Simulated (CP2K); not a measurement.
The F K edge of 1,4-difluorobenzene was computed by TDDFT (CP2K XAS_TDP, aug-cc-pVDZ, TDA) at these levels: BHandHLYP, PBEh(45%) and PBEh(45%) + GW2X. The first three lines of F1 (bonded to C) with a strength over 0.0015, energy in eV and strength:

| run | first | second | third |
| --- | --- | --- | --- |
| 1 | 683.56 (0.007) | 683.69 (0.029) | 684.69 (0.005) |
| 2 | 686.45 (0.024) | 686.87 (0.009) | 687.05 (0.003) |
| 3 | 689.83 (0.007) | 689.96 (0.029) | 690.96 (0.004) |

Q: Which run is which?

Run 1: PBEh(45%) (45 % exact exchange). Run 2: BHandHLYP (50 % exact exchange). Run 3: PBEh(45%) + GW2X (45 % exact exchange). Self-interaction lifts the core level, so the uncorrected lines rise with the share of exact exchange. The GW2X run keeps the spacings of its parent: 0.13 eV between the first two lines in run 3, 0.13 eV in run 1. Its shift is +6.27 eV, since the Kohn–Sham level at this share of exchange lies that far above the quasiparticle level.

[Hosts, paths, dates, database ids (printed as entryN), source tags and the programs' standing remarks are cut or masked in the printed files.]
